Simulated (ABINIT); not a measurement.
# How MgI2 absorbs and reflects light

Aim: the dielectric function of MgI2, and the optical constants that follow from it. The cell comes from an older database entry, whose edges can differ from later determinations, mostly by under a per cent.

Method: DFT, PBE, plane waves with norm-conserving potentials (PseudoDojo 0.4.1), scalar-relativistic, independent-particle linear optical response without local fields, in ABINIT 10.8.3.

The database entry behind the starting cell has ideal inner coordinates that were not refined, so it need not match the best structure at ambient conditions.

### 1. Set-up

It takes space group P-3m1 (No. 164, trigonal). The conventional cell has a = 4.140 Å, b = 4.140 Å, c = 6.880 Å, α = 90.00°, β = 90.00°, γ = 120.00°. Nearest to I lie 3 Mg at 2.94 Å. Mg has 6 I at 2.94 Å nearest. Farther neighbours and most contacts between anions are not listed.

### 2. Ground state, bands and velocity matrix elements

First the ground state: is it a metal or has it a gap?

This step: DFT, PBE, plane waves with norm-conserving potentials (PseudoDojo 0.4.1), scalar-relativistic, ground state, bands at fixed density and velocity matrix elements (ABINIT 10.8.3).

Input file run.abi:

```
# ground state, bands on a dense mesh, and the derivatives d/dk of the wave functions
ndtset 3

ngkpt1 6 6 4
shiftk1 0.0 0.0 0.0
tolvrs1 1.0d-12
nband1 16
prtden1 1

iscf2 -2
getden2 1
ngkpt2 9 9 5
shiftk2 0.0 0.0 0.0
kptopt2 1
nband2 43
nbdbuf2 4
tolwfr2 1.0d-14

optdriver3 8
wfk_task3 "wfk_ddk"
prtevk3 1
getwfk3 2
getden3 1
iscf3 -2
ngkpt3 9 9 5
shiftk3 0.0 0.0 0.0
kptopt3 1
nband3 43

nshiftk 1
occopt 3
tsmear 0.001837
ecut 45.0
nstep 80
iomode 3
chksymbreak 0
chkprim 0
chksymtnons 0
acell 3*1.0 Angstrom
rprim
  4.140000000000 0.000000000000 0.000000000000
  -2.070000000000 3.585345171700 0.000000000000
  0.000000000000 0.000000000000 6.880000000000
natom 3
ntypat 2
znucl 53 12
typat 1 1 2
xred
  0.666666666700 0.333333333300 0.750000000000
  0.333333333300 0.666666666700 0.250000000000
  0.000000000000 0.000000000000 0.000000000000
pseudos "I.upf, Mg.upf"
```

On the command line:

```sh
mpirun -n 4 abinit run.abi
```

Numbers of over 12 decimals in the logs are rounded to 6 here.

The program printed:

```text
DATASET    1 : space group P-3 m 1 (#164); Bravais hP (primitive hexag.)
 DATASET    2 : space group P-3 m 1 (#164); Bravais hP (primitive hexag.)
 DATASET    3 : space group P-3 m 1 (#164); Bravais hP (primitive hexag.)
            ngfft          48      48      80
                         0.01389    0.01389    0.04167    0.04167    0.04167    0.04167
                         0.04167    0.08333    0.08333    0.08333    0.02778    0.00694
                         0.04167    0.04167    0.02083    0.04167    0.08333    0.01389
                         0.02963    0.02963    0.01481    0.01481    0.02963    0.00494
                         0.00494    0.01481    0.01481    0.01481    0.01481    0.01481
                         0.01481    0.01481    0.01481    0.02963    0.02963    0.02963
                         0.02963    0.02963    0.02963    0.02963    0.02963    0.02963
                         0.00988    0.00494    0.01481    0.01481    0.01481    0.01481
                         0.01481    0.01481    0.01481    0.01481    0.02963    0.02963
                         0.02963    0.02963    0.02963    0.02963    0.02963    0.02963
                         0.02963    0.02963    0.01481    0.01481    0.02963    0.00494
                         0.00494    0.01481    0.01481    0.01481    0.01481    0.01481
                         0.01481    0.01481    0.01481    0.02963    0.02963    0.02963
                         0.02963    0.02963    0.02963    0.02963    0.02963    0.02963
                         0.00988    0.00494    0.01481    0.01481    0.01481    0.01481
                         0.01481    0.01481    0.01481    0.01481    0.02963    0.02963
[...]
== DATASET  1 ==================================================================
 Real(R)+Recip(G) space primitive vectors, cartesian coordinates (Bohr,Bohr^-1):
 R(1)=  7.8234662  0.0000000  0.0000000  G(1)=  0.1278206  0.0737972  0.0000000
 R(2)= -3.9117331  6.7753204  0.0000000  G(2)=  0.0000000  0.1475945  0.0000000
 R(3)=  0.0000000  0.0000000 13.0013157  G(3)=  0.0000000  0.0000000  0.0769153
 Unit cell volume ucvol=  6.8915412E+02 bohr^3
 Angles (23,13,12)=  9.00000000E+01  9.00000000E+01  1.20000000E+02 degrees
 getcut: wavevector=  0.0000  0.0000  0.0000  ngfft=  48  48  80
     iter   Etot(hartree)      deltaE(h)  residm     vres2
 ETOT  1  -85.337378533288    -8.534E+01 2.772E-01 1.245E+02
 ETOT  2  -85.386079499856    -4.870E-02 5.789E-03 3.938E+00
 ETOT  3  -85.386393178626    -3.137E-04 2.027E-04 5.505E-01
 ETOT  4  -85.386415996420    -2.282E-05 1.434E-04 1.262E-01
 ETOT  5  -85.386421897655    -5.901E-06 4.734E-05 9.652E-03
 ETOT  6  -85.386422206806    -3.092E-07 6.560E-05 8.662E-04
 ETOT  7  -85.386422225406    -1.860E-08 3.631E-05 4.608E-05
 ETOT  8  -85.386422226463    -1.057E-09 6.789E-05 3.246E-06
 ETOT  9  -85.386422226545    -8.191E-11 3.963E-05 2.565E-08
 ETOT 10  -85.386422226543     2.089E-12 6.286E-05 5.774E-10
 ETOT 11  -85.386422226546    -3.070E-12 3.783E-05 1.857E-11
 ETOT 12  -85.386422226542     4.349E-12 5.256E-05 2.526E-13
 At SCF step   12       vres2   =  2.53E-13 < tolvrs=  1.00E-12 =>converged.
 Cartesian components of stress tensor (hartree/bohr^3)
  sigma(1 1)= -3.05580451E-05  sigma(3 2)=  0.00000000E+00
  sigma(2 2)= -3.05580451E-05  sigma(3 1)=  0.00000000E+00
  sigma(3 3)= -1.10830875E-05  sigma(2 1)=  0.00000000E+00
 Mean square residual over all n,k,spin=   29.975E-08; max=  52.559E-06
 Fermi (or HOMO) energy (hartree) =   0.12236   Average Vxc (hartree)=  -0.30690
 Eigenvalues (hartree) for nkpt=  24  k points:
 kpt#   1, nband= 16, wtk=  0.00694, kpt=  0.0000  0.0000  0.0000 (reduced coord)
  -2.71410   -1.49209   -1.49209   -1.49193   -0.38761   -0.36270   -0.07732    0.04128
   0.04128    0.05376    0.05461    0.05461    0.18805    0.23335    0.30606    0.30606
   2.00000    2.00000    2.00000    2.00000    2.00000    2.00000    2.00000    2.00000
   2.00000    2.00000    2.00000    2.00000    0.00000    0.00000    0.00000    0.00000
kinetic             :  4.02322650326694E+01
hartree             :  3.08327710558465E+01
xc                  : -1.59114305908827E+01
Ewald energy        : -4.11460405510449E+01
psp_core            :  1.65664197765309E+00
local_psp           : -8.68653320597331E+01
non_local_psp       : -1.41852970910500E+01
internal            : -8.53864222265419E+01
'-kT*entropy'       :  1.87894233115787E-15
total_energy        : -8.53864222265419E+01
total_energy_eV     : -2.32348291536885E+03
 Cartesian components of stress tensor (hartree/bohr^3)
  sigma(1 1)= -3.05580451E-05  sigma(3 2)=  0.00000000E+00
  sigma(2 2)= -3.05580451E-05  sigma(3 1)=  0.00000000E+00
  sigma(3 3)= -1.10830875E-05  sigma(2 1)=  0.00000000E+00
-Cartesian components of stress tensor (GPa)         [Pressure=  7.0806E-01 GPa]
== DATASET  2 ==================================================================
 Real(R)+Recip(G) space primitive vectors, cartesian coordinates (Bohr,Bohr^-1):
 R(1)=  7.8234662  0.0000000  0.0000000  G(1)=  0.1278206  0.0737972  0.0000000
 R(2)= -3.9117331  6.7753204  0.0000000  G(2)=  0.0000000  0.1475945  0.0000000
 R(3)=  0.0000000  0.0000000 13.0013157  G(3)=  0.0000000  0.0000000  0.0769153
 Unit cell volume ucvol=  6.8915412E+02 bohr^3
 Angles (23,13,12)=  9.00000000E+01  9.00000000E+01  1.20000000E+02 degrees
 getcut: wavevector=  0.0000  0.0000  0.0000  ngfft=  48  48  80
 Mean square residual over all n,k,spin=   48.735E-16; max=  99.951E-16
 Eigenvalues (hartree) for nkpt=  50  k points:
 kpt#   1, nband= 43, wtk=  0.00247, kpt=  0.0000  0.0000  0.0000 (reduced coord)
  -2.71410   -1.49209   -1.49209   -1.49193   -0.38761   -0.36270   -0.07732    0.04128
   0.04128    0.05376    0.05461    0.05461    0.18805    0.23335    0.30606    0.30606
   0.32958    0.36054    0.36054    0.40677    0.40677    0.41843    0.44555    0.45867
   0.45867    0.48009    0.48777    0.65781    0.67734    0.67734    0.68411    0.68411
   0.70579    0.70579    0.71594    0.76098    0.76098    0.79178    0.84876    0.92058
== DATASET  3 ==================================================================
            ngfft          48      48      80
[...]
0.02963    0.02963    0.02963    0.02963    0.02963    0.02963
                         0.02963    0.02963    0.01481    0.01481    0.02963    0.00494
                         0.00494    0.01481    0.01481    0.01481    0.01481    0.01481
                         0.01481    0.01481    0.01481    0.02963    0.02963    0.02963
                         0.02963    0.02963    0.02963    0.02963    0.02963    0.02963
                         0.00988    0.00494    0.01481    0.01481    0.01481    0.01481
                         0.01481    0.01481    0.01481    0.01481    0.02963    0.02963
                         0.02963    0.02963    0.02963    0.02963    0.02963    0.02963
[shortened to cell, iterations, levels, energies and stress; the echo of variables, forces, comments, warnings and credits are left out]
```

Elapsed: 3.6 min, on 4 MPI ranks of Intel Xeon at 2.70GHz, shared host; peak memory 0.2 GiB; 14 min of CPU time.

Numbers from this step:

- total energy: -85.39 Ha
- gap on the k-mesh: 3.464 eV
- direct gap on the mesh: 3.631 eV

There is a gap, 3.46 eV on this mesh (points off the mesh can give less), so no carriers' term is needed.

### 3. Optical response

With the density converged, the vertical transitions are summed over the zone.

This step: DFT, PBE, plane waves with norm-conserving potentials (PseudoDojo 0.4.1), scalar-relativistic, independent-particle linear optical response without local fields (ABINIT 10.8.3).

Input file optic.abi:

```
&FILES
 ddkfile_1 = 'runo_DS3_1_EVK.nc',
 ddkfile_2 = 'runo_DS3_2_EVK.nc',
 ddkfile_3 = 'runo_DS3_3_EVK.nc',
 wfkfile = 'runo_DS2_WFK.nc'
/
&PARAMETERS
 broadening = 0.001470,
 domega = 0.0014700,
 maxomega = 0.58799,
 scissor = 0.0,
 tolerance = 0.002,
 nband_sum = 39
/
&COMPUTATIONS
 num_lin_comp = 2,
 lin_comp = 11, 33,
 num_nonlin_comp = 0,
 num_linel_comp = 0,
 num_nonlin2_comp = 0
/
```

On the command line:

```sh
optic optic.abi
```

The program printed:

```text

 OPTIC has originally been developed by
 S. Sharma, J. K. Dewhurst and C. Ambrosch-Draxl, Phys. Rev. B 67, 165332 (2003), and
 S. Sharma and C. Ambrosch-Draxl, Physica Scripta T 109 (2004).

 rprimd(bohr)      =   7.82347   0.00000   0.00000
                      -3.91173   6.77532   0.00000
                       0.00000   0.00000  13.00132
 natom             =       3
 nkpt,mband        =      50      43
 ecut              =  45.00000 Ha
 newocc: new Fermi energy is       0.120076 , with nelect=     24.000000, Number of bisection calls: 2
 Fermi level: 3.2674  (eV)

 fermie            =   0.12008 Ha   3.26743 eV
 Scissor shift     =   0.00000 Ha
 Tolerance on closeness to singularities     =   0.00200 Ha
 Smearing factor      =   0.00147 Ha
 Will use the antiresonant approximation (meaning that the antiresonant terms are neglected)
 Will not perform the bands decomposition
 linear coeffs to be calculated :
 11 33
 non-linear coeffs to be calculated :

 electronic part of electro-optic coeffs to be calculated :

 non-linear coeffs (V2) to be calculated :

 linear optic matrix elements will be printed :0
 optic : Call pmat2cart
 No scissor shift to be applied. Returning to main optic routine.
 optic : Call linopt
  linopt            1           1
 calculated the component:           1           1   of dielectric function
  with broadening:         (0.000000,1.46999999999999995E-003)
 and scissors shift:   0.000000
 energy window:   98.733580      eV   3.628392      Ha
  linopt            3           3
 calculated the component:           3           3   of dielectric function
  with broadening:         (0.000000,1.46999999999999995E-003)
 and scissors shift:   0.000000
 energy window:   98.733580      eV   3.628392      Ha
 optic : Call nlinopt
 optic : Call linelop
 optic : Call nonlinopt

================================================================================

 Calculation completed.
-
program: optic
version: 10.8.3
start_datetime:
end_datetime:
overall_cpu_time:           0.4
overall_wall_time:           0.4
mpi_procs: 1
omp_threads: 1
...
```

The job ended after 1.1 s (1 thread; peak memory 0.06 GiB).

Read-outs, printed or worked out from the files:

```
electronic dielectric constant ε∞, mean over x, y and z (by symmetry where fewer were run) : 4.974
```

The Im ε has structure finer than the step of the table below, so its rows give means over 0.5 eV, whole bins alone (the curve runs from 0.0400 to 15.9 eV). Peaks (eV: height): E ∥ x 5.20: 11.5, 5.56: 11.2, 5.84: 9.56, 6.28: 10.3, 6.48: 12.1, 6.84: 10.6, 7.24: 11.4; E ∥ z 4.84: 6.26, 5.64: 7.52, 5.92: 14.0, 6.16: 14.4, 6.52: 12.8, 6.88: 12.4, 7.64: 11.3.

Sum at mesh points, not converged in k; values under the direct gap are tails of Lorentzian lines. Im ε against photon energy; means over each step:

```
photon energy (eV)    E ∥ x    E ∥ z
               0.5  0.00419  0.00392
               1.0  0.00881  0.00822
               1.5   0.0144   0.0134
               2.0   0.0220   0.0204
               2.5   0.0338   0.0310
               3.0   0.0567   0.0513
               3.5    0.326    0.274
               4.0     1.08    0.934
               4.5     3.52     3.69
               5.0     7.80     4.94
               5.5     8.08     4.51
               6.0     7.78     11.4
               6.5     9.29     10.5
               7.0     9.09     9.36
               7.5     8.73     9.39
               8.0     6.31     6.94
               8.5     4.07     3.97
               9.0     2.89     2.55
               9.5     2.65     2.46
              10.0     2.38     1.95
              10.5     1.70     1.49
              11.0     1.61     1.49
              11.5     1.27     1.49
              12.0     1.01     1.16
              12.5    0.884    0.863
              13.0    0.856    0.838
              13.5    0.659    0.906
              14.0    0.622    0.651
              14.5    0.499    0.548
              15.0    0.620    0.602
              15.5    0.529    0.433
```

The reflectivity at normal incidence has structure finer than the step of the table below, so its rows give means over 0.5 eV, whole bins alone (the curve runs from 0.0400 to 15.9 eV). Peaks (eV: height): E ∥ x 7.96: 52.0, 8.40: 54.1, 8.56: 53.6, 8.80: 56.1, 10.28: 53.4, 10.96: 51.9, 11.20: 52.9; E ∥ z 7.80: 55.0, 8.52: 62.5, 9.36: 49.7, 9.76: 57.1, 10.28: 52.5, 10.96: 48.0, 12.28: 51.5.

Sum at mesh points, not converged in k. The reflectivity at normal incidence by photon energy; means over each step:

```
photon energy (eV)  E ∥ x (%)  E ∥ z (%)
               0.5       14.7       14.4
               1.0       15.0       14.6
               1.5       15.4       15.0
               2.0       16.1       15.7
               2.5       17.2       16.7
               3.0       18.7       18.1
               3.5       21.1       20.4
               4.0       24.6       24.8
               4.5       30.1       27.0
               5.0       33.5       26.6
               5.5       32.5       28.6
               6.0       31.6       39.5
               6.5       36.4       39.4
               7.0       38.1       40.7
               7.5       44.0       42.4
               8.0       49.0       51.9
               8.5       50.7       58.0
               9.0       46.4       50.3
               9.5       41.8       47.2
              10.0       44.6       44.0
              10.5       44.7       44.6
              11.0       44.5       40.3
              11.5       43.0       37.9
              12.0       44.1       40.5
              12.5       40.2       42.1
              13.0       37.4       32.7
              13.5       40.0       34.4
              14.0       32.7       37.7
              14.5       31.5       31.5
              15.0       24.1       28.1
              15.5       26.1       32.3
```

The loss function −Im 1/ε at q → 0 has structure finer than the step of the table below, so its rows give means over 0.5 eV, whole bins alone (the curve runs from 0.0400 to 15.9 eV). Peaks (eV: height): E ∥ x 13.92: 1.69, 14.60: 2.23, 15.32: 2.14; E ∥ z 12.04: 0.738, 12.92: 1.19, 13.20: 1.08, 14.52: 1.76, 15.76: 2.63.

Sum at mesh points, not converged in k; values under the direct gap are tails of Lorentzian lines. Table of loss function −Im 1/ε at q → 0 by energy loss; means over each step:

```
energy loss (eV)    E ∥ x    E ∥ z
             0.5   1.6e-4   1.6e-4
             1.0   3.4e-4   3.3e-4
             1.5   5.2e-4   5.1e-4
             2.0   7.3e-4   7.1e-4
             2.5   9.9e-4   9.6e-4
             3.0  0.00138  0.00134
             3.5  0.00589  0.00531
             4.0   0.0134  0.00965
             4.5   0.0256   0.0406
             5.0   0.0549   0.0650
             5.5   0.0824   0.0424
             6.0   0.0924   0.0566
             6.5   0.0982   0.0909
             7.0    0.108    0.107
             7.5    0.111    0.106
             8.0    0.126    0.110
             8.5    0.157    0.124
             9.0    0.222    0.210
             9.5    0.270    0.238
            10.0    0.266    0.313
            10.5    0.337    0.376
            11.0    0.356    0.440
            11.5    0.446    0.465
            12.0    0.520    0.531
            12.5    0.679    0.650
            13.0    0.773    0.924
            13.5    0.928    0.806
            14.0     1.26     1.01
            14.5     1.66     1.49
            15.0     1.54     1.47
            15.5     1.79     1.98
```

From ε follow the optical constants at some laser and lamp lines:

```
wavelength (nm)   n x    k x  R (%) x   1/α x   n z    k z  R (%) z   1/α z
           1550  2.25  0.002     14.8   81 µm  2.23  0.001     14.5   86 µm
            800  2.30  0.003     15.5   19 µm  2.27  0.003     15.1   21 µm
            532  2.39  0.006     16.7  7.0 µm  2.35  0.006     16.3  7.5 µm
            405  2.54  0.012     18.9  2.8 µm  2.50  0.011     18.3  3.0 µm
            365  2.66  0.021     20.6  1.4 µm  2.61  0.018     19.9  1.6 µm
            308  3.10  0.224     26.4  109 nm  2.99  0.066     24.9  372 nm
            193  2.71  1.591     33.5  9.7 nm  2.54  1.931     37.6  8.0 nm
```

Below the direct gap, k and the depth come from the tails of the Lorentzian lines, not from transitions.

Rows near the edge hang on the gap, which this functional as a rule makes too small, and phonon-assisted absorption is left out.

### 4. Outcome

```
electronic dielectric constant ε∞, mean over x, y and z (by symmetry where fewer were run) (independent particles) : 4.97
```

What this shows: At this level (PBE, independent particles) MgI2 has a mean ε∞ = 4.97 and n = 2.25 at 1550 nm (E ∥ x). On the mesh the gap is 3.46 eV and the least direct gap 3.63 eV, so on this mesh the band edges lie at different points. The static values by axis are 5.01 (x), 4.91 (z). Excitons and phonon-assisted transitions are missing, and so are local fields; PBE gaps are as a rule too small, which pulls the onset down and ε∞ up. Spin-orbit coupling is left out although heavy atoms are present. The sum runs over mesh points 0.19 Å⁻¹ apart with no interpolation, so peaks are partly noise of the mesh and static values carry its error.

[Logs are printed without paths, hosts, clocks, repeated set-up lines and the standing remarks that a program may print on its own settings, such as how far it seeks lower states.]

[Hosts, paths, dates, database ids (printed as entryN), source tags and the programs' standing remarks are cut or masked in the printed files.]
